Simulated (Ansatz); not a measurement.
# H on Zr(0001): change of the work function, part 4 of 4

Wanted: Δφ(θ) for H/Zr(0001), starting from the fcc site.

Ansatz 0.2.0; plane-wave DFT, PBE, Ansatz PAW.

So far, work function, upper face (eV): step 2 (the clean slab) 4.17; step 3 (37 atoms, coverage 0.111 ML, cell 3x3) 4.15; step 4 (17 atoms, coverage 0.25 ML, cell 2x2) 4.11; step 5 (18 atoms, coverage 0.5 ML, cell 2x2) 4.08.

### 6. The covered slab, k-mesh 12×12×1, coverage 1 ML

System of this step: H/Zr(0001). The cell holds 5 atoms: 4 Zr and 1 H. Cell: a = 3.230 Å, b = 3.230 Å, c = 26.697 Å, α = 90.0°, β = 90.0°, γ = 60.0°. Vacuum lies along c.

Another coverage, to see how the dipoles act on each other as their distance changes.

Input file input.yaml:

```yaml
crystal:
  lattice:
    - [3.23, 0.0, 0.0]
    - [1.615, 2.7972620542, 0.0]
    - [0.0, 0.0, 26.6967416837]
  atoms:
    - { symbol: Zr, position: [0.6666666667, 0.6666666667, 0.3371197919] }
    - { symbol: Zr, position: [0.0, 0.0, 0.43348717] }
    - { symbol: Zr, position: [0.6666666667, 0.6666666667, 0.533584179] }
    - { symbol: Zr, position: [0.0, 0.0, 0.6249681877] }
    - { symbol: H, position: [0.3333333333, 0.3333333333, 0.6628802081] }
kpoints:
  mp_grid: { grid: [12, 12, 1] }
hamiltonian:
  xc: pbe
scf:
  occupations: { method: fermi_dirac, width: 0.1 }
  convergence: { dr2_threshold: 1.0e-08 }
efield:
  axis: 3
  dipole_correction: true
  ramp_position: 0.97
  ramp_width: 0.06
relax:
  f_tol: 0.02
  max_steps: 60
  constraints: [{ sites: [0, 1] }]
output:
  write_potential: true
  write_density: true
  volumetric_format: npy
```

Launch:

```sh
> ansatz run input.yaml --threads 4 --pin off --max-ram 16384MiB --backend cpu --events-out ev --progress --plain --runs-dir out
```

Numbers of over 12 decimals in the logs are rounded to 6 here.

Output:

```text
[...]
Crystal: 5 atoms, lattice volume = 241.209 Å³
Basis set: ecut = 420 eV, 4805 PW (Γ), exchange–correlation on 48×48×360 points (8 copies of the dense FFT grid, shifted against one another)
Bands: 30, of which v1, the nominal top of the filled ones, is band 25 counted from 1 (24 counted from 0)
Symmetry: 6 space group operations
[...]
F+E_penalty+E_count = -16750.49580036 eV   max|allowed force component| = 2.513e-3 eV/Å
  atoms:
    - { symbol: Zr, position: [0.666667, 0.666667, 0.3371197919] }
    - { symbol: Zr, position: [-1.850371707762447e-17, -1.8503717077624474e-17, 0.433487] }
    - { symbol: Zr, position: [0.666667, 0.666667, 0.532694] }
[...]
- { symbol: H, position: [0.333333, 0.333333, 0.666423] }
[key lines of the parts left out:]
SCF converged after 6 iterations
Free energy (F): -16750.495800 eV
Fermi energy:    3.027333 eV
Dipole field:    D = 0.003868 V/Å  (p = 0.005157 e·Å, saw-weighted, corrected)
Work function:   Φ+ = 4.0744 eV   Φ− = 4.1777 eV
```

Run time: 13 s. Hardware: 4 threads of Arm Neoverse V1, shared host; peak memory 0.54 GiB.

Step by step:

```csv
step,energy less that of the first step (eV),largest force component (eV/Å)
1,0.0000,0.3617
2,0.0052,0.3703
3,-0.0148,0.0282
4,-0.0149,0.0025
```

Relaxation step 2 was tried and not accepted.

Forces are held to the 6 operations that the run works with; a distortion that breaks them can't arise in this run.

The atoms that moved most (Å):

```
atom     dx     dy      dz  length
  H5  0.000  0.000   0.095   0.095
 Zr4  0.000  0.000   0.046   0.046
 Zr3  0.000  0.000  -0.024   0.024
```

The relaxed structure:

```xyz
5
Lattice="3.2300 0.0000 0.0000 1.6150 2.7973 0.0000 0.0000 0.0000 26.6967" Properties=species:S:1:pos:R:3
Zr    3.2300    1.8648    9.0000
Zr    0.0000    0.0000   11.5727
Zr    3.2300    1.8648   14.2212
Zr    0.0000    0.0000   16.7310
H     1.6150    0.9324   17.7913
```

Running mean over 2.573 Å of the planar mean; the ramp of the sawtooth is left out. Electron's electrostatic potential energy less the Fermi level against z:

```
z (Å)  electron's electrostatic potential energy less the Fermi level (eV)
    4                                                                 4.17
    5                                                                 4.15
    6                                                                 3.91
    7                                                                 2.12
    8                                                                -5.15
    9                                                                -8.45
   10                                                                -8.33
   11                                                                -8.31
   12                                                                -8.23
   13                                                                -7.83
   14                                                                -8.27
   15                                                                -8.63
   16                                                                -8.63
   17                                                                -8.72
   18                                                                -3.48
   19                                                                 2.59
   20                                                                 3.97
   21                                                                 4.07
   22                                                                 4.07
   23                                                                 4.07
```

The relaxation took 4 steps and lowered the energy by 0.015 eV; the largest force on the free atoms ends at 0.0025 eV/Å.

The covered face has 4.07 eV, -0.09 eV against the clean one; the bare back face has moved by -0.00 eV, a measure of how thin the slab is.

### 7. Work function against coverage

This step: plane-wave DFT, PBE, Ansatz PAW; work function against coverage (Ansatz 0.2.0).

The runs are now put side by side.

Numbers from this step:

```
work function of the clean face     : 4.165 eV
largest change of the work function : -0.09084 eV
```

Work function of the covered face against coverage:

```csv
coverage (adsorbates/nm²),work function of the covered face (eV)
0.00,4.17
1.23,4.15
2.77,4.11
5.53,4.08
11.07,4.07
```

The dipole per adsorbate comes from the change of the cell's dipole. Coverage, by row:

```
coverage (1/nm²)  coverage (ML)  work function (eV)  change (eV)  dipole per adsorbate, positive end outwards (debye)  mean height of the added atoms over the highest substrate atom (Å)
            1.23         0.1111               4.152     -0.01357                                                 0.03                                                               1.059
           2.767           0.25               4.112     -0.05279                                                0.049                                                               1.083
           5.534            0.5               4.085     -0.08045                                                0.037                                                               1.066
           11.07              1               4.074     -0.09084                                                0.021                                                                1.06
```

### 8. Results

```
work function of the clean face                        : 4.17 eV
work function at 0.11 ML                               : 4.15 eV
work function at 0.25 ML                               : 4.11 eV
work function at 0.5 ML                                : 4.08 eV
work function at 1 ML                                  : 4.07 eV
dipole per adsorbate at 0.11 ML, positive end outwards : 0.03 D
```

**Reading.** H changes the work function of Zr(0001) by less than 0.15 eV at every coverage run, which is within the error of so thin a slab. The slab has 4 layers, at the tabulated experimental lattice constant, one starting site was run, and quantum-size effects of a slab this thin can reach one or two tenths of an eV.

[Logs are printed without paths, hosts, clocks, repeated set-up lines and the standing remarks that a program may print on its own settings, such as how far it seeks lower states.]

[Hosts, paths, dates, database ids (printed as entryN), source tags and the programs' standing remarks are cut or masked in the printed files.]

[Maps of the electrostatic potential energy from Ansatz leave out the sawtooth potential of an applied field or a dipole correction, so their vacuum need not be flat; planar profiles and work functions include it.]
